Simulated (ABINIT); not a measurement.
# CdSi3 (Pm-3m): zone-centre phonons

Which modes does CdSi3 (Pm-3m) have at the zone centre?

Method: DFT LDA, scalar-relativistic, plane waves, JTH PAW pseudopotentials, in ABINIT 10.8.3.

This is a report of a sequence of runs, with most program output left out.

The structure was built from a prototype and need not be the compound's stable phase.

## Step 1: Set-up

Symmetry: Pm-3m, No. 221, cubic system. Conventional cell: a = 4.007 Å, b = 4.007 Å, c = 4.007 Å, α = 90.00°, β = 90.00°, γ = 90.00°. Nearest to Cd lie 12 Si at 2.83 Å. Nearest to Si lie 4 Cd at 2.83 Å and 8 Si at 2.83 Å. Farther neighbours are not listed.

## Step 2: A probe with smearing

A first run with smearing and empty bands tells whether the crystal has a gap, which decides between fixed occupations and smearing later on.

Contents of probe.abi:

```
# ground state
tolvrs 1.0d-08
prtden 1
prtwf 1

# basis, mesh and filling
ecut 18.0
pawecutdg 36.0
ngkpt 4 4 4
nshiftk 1
shiftk 0.0 0.0 0.0
istwfk *1
occopt 7
tsmear 0.005
nband 19
nstep 100
diemac 9.0
prtebands 0
prtgsr 0

# cell and atoms
acell 3*1.0 Angstrom
rprim 
    4.00665559 0.0 0.0
    0.0 4.00665559 0.0
    0.0 0.0 4.00665559
ntypat 2
znucl 48 14
natom 4
typat 1 2 2 2
xred 
    0.0 0.0 0.0
    0.0 0.5 0.5
    0.5 0.0 0.5
    0.5 0.5 0.0
pp_dirpath "./pseudo"
pseudos "Cd.xml, Si.xml"
```

Launch:

```console
> OMP_NUM_THREADS=1 mpirun -n 4 abinit probe.abi > probe.log
```

The job ended after 7.1 s (4 MPI ranks of Arm Neoverse V1, shared host; 28 s of CPU time).

This step gave:

```yaml
volume_per_atom: 16.08 Å³
pressure: 1.227 GPa
gap_on_the_k_mesh: 0 eV
```

No gap opens on this mesh, so smearing is kept; the printed pressure holds the stress of the finite basis too.

## Step 3: Rough relaxation

The typed start is rough, so a first relaxation with smearing and loose thresholds takes it towards rest cheaply.

Contents of prerelax.abi:

```
# relaxation
ionmov 2
optcell 2
dilatmx 1.15
chkdilatmx 0
ntime 40
tolmxf 3.0d-04
tolvrs 1.0d-10
prtwf 0
prtden 0
chksymtnons 0

# basis, mesh and filling
ecut 20.0
ecutsm 3.0
pawecutdg 40.0
ngkpt 4 4 4
nshiftk 1
shiftk 0.0 0.0 0.0
istwfk *1
occopt 7
tsmear 0.005
nband 19
nstep 100
diemac 1000000.0
prtebands 0
prtgsr 0

# cell and atoms
acell 3*1.0 Angstrom
rprim 
    4.00665559 0.0 0.0
    0.0 4.00665559 0.0
    0.0 0.0 4.00665559
ntypat 2
znucl 48 14
natom 4
typat 1 2 2 2
xred 
    0.0 0.0 0.0
    0.0 0.5 0.5
    0.5 0.0 0.5
    0.5 0.5 0.0
pp_dirpath "./pseudo"
pseudos "Cd.xml, Si.xml"
```

Launch:

```console
> OMP_NUM_THREADS=1 mpirun -n 4 abinit prerelax.abi > prerelax.log
```

It took 23 s on 4 MPI ranks; 90 s of CPU time.

Relaxation path:

| step | energy less that of the first step (eV) | largest force (eV/Å) | volume (Å³) |
| --- | --- | --- | --- |
| 1 | 0.0000 | 0.0000 | 64.32 |
| 2 | -0.0022 | 0.0000 | 64.61 |
| 3 | -0.0044 | 0.0000 | 65.28 |

| conventional cell, symmetrised | before | after | change |
| --- | --- | --- | --- |
| a (Å) | 4.007 | 4.027 | +0.5 % |
| b (Å) | 4.007 | 4.027 | +0.5 % |
| c (Å) | 4.007 | 4.027 | +0.5 % |
| volume (Å³/atom) | 16.08 | 16.32 | +1.5 % |

Final coordinates:

```cif
data_structure
_symmetry_space_group_name_H-M 'P 1'
_symmetry_Int_Tables_number 1
_cell_length_a 4.0266
_cell_length_b 4.0266
_cell_length_c 4.0266
_cell_angle_alpha 90.000
_cell_angle_beta 90.000
_cell_angle_gamma 90.000
_cell_volume 65.28
loop_
_atom_site_label
_atom_site_type_symbol
_atom_site_fract_x
_atom_site_fract_y
_atom_site_fract_z
_atom_site_occupancy
Cd1 Cd 0.00000 0.00000 0.00000 1
Si2 Si 0.00000 0.50000 0.50000 1
Si3 Si 0.50000 0.00000 0.50000 1
Si4 Si 0.50000 0.50000 0.00000 1
```

This step gave:

```
volume per atom : 16.32 Å³
pressure        : 0.02010 GPa
```

The volume changes by +1.5 % in this run and stands +1.5 % from the first cell.

## Step 4: Relaxing the cell and atoms

The harmonic expansion needs vanishing forces, and a free crystal bears no stress, so cell and atoms are brought to rest. Stress is more sensitive to the basis than forces are: the last 3 Ha under the cutoff are smoothed with ecutsm, and the cutoff is raised above that of the later runs.

Contents of relax.abi:

```
# relaxation
ionmov 2
optcell 2
dilatmx 1.08
ntime 40
tolmxf 1.0d-05
tolvrs 1.0d-14
prtwf 0
prtden 0
chksymtnons 0

# basis, mesh and filling
ecut 24.0
ecutsm 3.0
pawecutdg 48.0
ngkpt 6 6 6
nshiftk 1
shiftk 0.0 0.0 0.0
istwfk *1
occopt 7
tsmear 0.01
nband 19
nstep 100
diemac 1000000.0
prtebands 0
prtgsr 0

# cell and atoms
acell 3*1.0 Angstrom
rprim 
    4.026583587 0.0 0.0
    0.0 4.026583587 0.0
    0.0 0.0 4.026583587
ntypat 2
znucl 48 14
natom 4
typat 1 2 2 2
xred 
    0.0 0.0 0.0
    0.0 0.5 0.5
    0.5 0.0 0.5
    0.5 0.5 0.0
pp_dirpath "./pseudo"
pseudos "Cd.xml, Si.xml"
```

Launch:

```console
> OMP_NUM_THREADS=1 mpirun -n 4 abinit relax.abi > relax.log
```

Elapsed: 1.9 min, on 4 MPI ranks; 7.7 min of CPU time.

Relaxation path:

| step | energy less that of the first step (eV) | largest force (eV/Å) | volume (Å³) |
| --- | --- | --- | --- |
| 1 | 0.0000 | 0.0000 | 65.28 |
| 2 | -0.0025 | 0.0000 | 65.59 |
| 3 | -0.0056 | 0.0000 | 66.47 |
| 4 | -0.0056 | 0.0000 | 66.49 |

| conventional cell, symmetrised | before | after | change |
| --- | --- | --- | --- |
| a (Å) | 4.027 | 4.051 | +0.6 % |
| b (Å) | 4.027 | 4.051 | +0.6 % |
| c (Å) | 4.027 | 4.051 | +0.6 % |
| volume (Å³/atom) | 16.32 | 16.62 | +1.8 % |

The relaxed structure:

```cif
data_structure
_symmetry_space_group_name_H-M 'P 1'
_symmetry_Int_Tables_number 1
_cell_length_a 4.0512
_cell_length_b 4.0512
_cell_length_c 4.0512
_cell_angle_alpha 90.000
_cell_angle_beta 90.000
_cell_angle_gamma 90.000
_cell_volume 66.49
loop_
_atom_site_label
_atom_site_type_symbol
_atom_site_fract_x
_atom_site_fract_y
_atom_site_fract_z
_atom_site_occupancy
Cd1 Cd 0.00000 0.00000 0.00000 1
Si2 Si 0.00000 0.50000 0.50000 1
Si3 Si 0.50000 0.00000 0.50000 1
Si4 Si 0.50000 0.50000 0.00000 1
```

This step gave:

| Property | Result |
| --- | --- |
| volume per atom | 16.62 Å³ |
| pressure | 4.39e-4 GPa |

The volume changes by +1.8 % in this run and stands +3.4 % from the first cell.

## Step 5: Self-consistent run for the response

The response is built on these wavefunctions, so the potential is converged far more tightly than an energy would need. Smearing stays on, as the first look found no gap above 0.3 eV.

Contents of gs.abi:

```
# ground state
tolvrs 1.0d-16
prtden 1
prtwf 1

# basis, mesh and filling
ecut 18.0
pawecutdg 36.0
ngkpt 6 6 6
nshiftk 1
shiftk 0.0 0.0 0.0
istwfk *1
occopt 7
tsmear 0.01
nband 19
nstep 100
diemac 1000000.0
prtebands 0
prtgsr 0

# cell and atoms
acell 3*1.0 Angstrom
rprim 
    4.051156726 0.0 0.0
    0.0 4.051156726 0.0
    0.0 0.0 4.051156726
ntypat 2
znucl 48 14
natom 4
typat 1 2 2 2
xred 
    0.0 0.0 0.0
    0.0 0.5 0.5
    0.5 0.0 0.5
    0.5 0.5 0.0
pp_dirpath "./pseudo"
pseudos "Cd.xml, Si.xml"
```

Launch:

```console
> OMP_NUM_THREADS=1 mpirun -n 4 abinit gs.abi > gs.log
```

Wall time 19 s (4 MPI ranks).

Numbers from this step:

* pressure: -0.2313 GPa

The cell stands at -0.23 GPa: the relaxation ran with a smoothed and higher cutoff, and the difference is a stress of the finite basis.

## Step 6: Zone-centre response

At q = 0 one unit cell holds all displacements. The response is solved for single atoms along the cell's directions, and symmetry skips those that follow from others. The crystal is treated as a metal, which screens a static field, so no field response is asked.

Contents of dfpt_gamma.abi:

```

# common to the responses
getwfk_filepath "gso_WFK"
kptopt 2
nqpt 1
qpt 0.0 0.0 0.0
asr 0
chneut 0

# displacements
rfphon 1
rfatpol 1 4
rfdir 1 1 1
tolvrs 1.0d-10
prtwf 0

# basis, mesh and filling
ecut 18.0
pawecutdg 36.0
ngkpt 6 6 6
nshiftk 1
shiftk 0.0 0.0 0.0
istwfk *1
occopt 7
tsmear 0.01
nband 19
nstep 100
diemac 1000000.0
prtebands 0
prtgsr 0

# cell and atoms
acell 3*1.0 Angstrom
rprim 
    4.051156726 0.0 0.0
    0.0 4.051156726 0.0
    0.0 0.0 4.051156726
ntypat 2
znucl 48 14
natom 4
typat 1 2 2 2
xred 
    0.0 0.0 0.0
    0.0 0.5 0.5
    0.5 0.0 0.5
    0.5 0.5 0.0
pp_dirpath "./pseudo"
pseudos "Cd.xml, Si.xml"
```

Launch:

```console
> OMP_NUM_THREADS=1 mpirun -n 4 abinit dfpt_gamma.abi > dfpt_gamma.log
```

It took 2.2 min on 4 MPI ranks.

Numbers from this step:

* largest acoustic frequency at the zone centre before the sum rule: 7.82 cm⁻¹
* highest optical zone-centre mode (no LO-TO term): 201.7 cm⁻¹
* lowest optical zone-centre mode: -167 cm⁻¹

The acoustic modes at Γ come out as far as 7.8 cm⁻¹ from zero, where they should vanish, a small numerical error. The lowest optical mode is imaginary, 167i cm⁻¹, an instability at this level and on this k mesh.

## Step 7: Modes with the sum rule

anaddb reads the merged derivatives and imposes the acoustic sum rule.

Contents of anaddb.abi:

```
ddb_filepath "gamma_DDB"
output_file "anaddb.abo"
outdata_prefix "anaddb"
asr 1
chneut 1
enunit 2
eivec 1
nph1l 1
qph1l 0.0 0.0 0.0 1.0
```

Contents of mrgddb.in:

```
gamma_DDB
merged
1
dfpt_gammao_DDB
```

Launch:

```console
> mrgddb < mrgddb.in > mrgddb.log
> OMP_NUM_THREADS=1 anaddb anaddb.abi > anaddb.log
```

The job ended after 0.49 s (1 thread).

This step gave:

```yaml
highest_optical_zone_centre_mode_no_lo_to_term: 201.5 cm⁻¹
lowest_optical_zone_centre_mode: -167.0 cm⁻¹
```

No LO-TO term; unit eigenvectors of the mass-weighted matrix, from anaddb's displacements. The modes at Γ (shares of kinetic energy by element, %) (negative means imaginary):

| mode | frequency (cm⁻¹) | symmetry | Cd % | Si % |
| --- | --- | --- | --- | --- |
| 1 | -167.0 | T1u | 11 | 89 |
| 2 | -167.0 | T1u | 11 | 89 |
| 3 | -167.0 | T1u | 11 | 89 |
| 4 | -115.5 | T2u | 0 | 100 |
| 5 | -115.5 | T2u | 0 | 100 |
| 6 | -115.5 | T2u | 0 | 100 |
| 7 | 0.0 | acoustic | 57 | 43 |
| 8 | 0.0 | acoustic | 57 | 43 |
| 9 | 0.0 | acoustic | 57 | 43 |
| 10 | 201.5 | T1u | 31 | 69 |
| 11 | 201.5 | T1u | 31 | 69 |
| 12 | 201.5 | T1u | 31 | 69 |

Displacements in mode 1 (-167.0 cm⁻¹), the largest set to 1:
```
Cd1  0.00  0.00 -0.18
Si2  0.00  0.00 -0.13
Si3  0.00  0.00 -0.13
Si4  0.00  0.00  1.00
```

Displacements in mode 10 (201.5 cm⁻¹), the largest set to 1:
```
Cd1  0.00  0.00 -0.48
Si2  0.00  0.00  1.00
Si3  0.00  0.00  1.00
Si4  0.00  0.00 -0.08
```

The rule moves no optical mode by more than 0.2 cm⁻¹.

## Step 8: Outcome

```
space group after relaxation                                           : Pm-3m
volume per atom                                                        : 16.6 Å³
highest optical zone-centre mode (no LO-TO term)                       : 201.5 cm⁻¹
lowest optical zone-centre mode                                        : -167.0 cm⁻¹
imaginary optical modes at the zone centre (no q mesh in this session) : yes
```

**Reading.** At the LDA level the optical modes of CdSi3 (Pm-3m) at the zone centre run from 167i to 202 cm⁻¹, so the structure is a saddle point, with 6 modes beyond 10i cm⁻¹ there. These are harmonic frequencies at zero temperature: anharmonic shifts and linewidths and thermal expansion are left out. In a metal the frequencies hang on the k mesh and the smearing, most of all near Kohn anomalies. The structure is a hypothetical one, built on a prototype.

[Host names and launcher messages were left out of these logs when they were recorded.]

[Logs are printed without paths, hosts, clocks, repeated set-up lines and the standing remarks that a program may print on its own settings, such as how far it seeks lower states.]

[Hosts, paths, dates, database ids (printed as entryN), source tags and the programs' standing remarks are cut or masked in the printed files.]
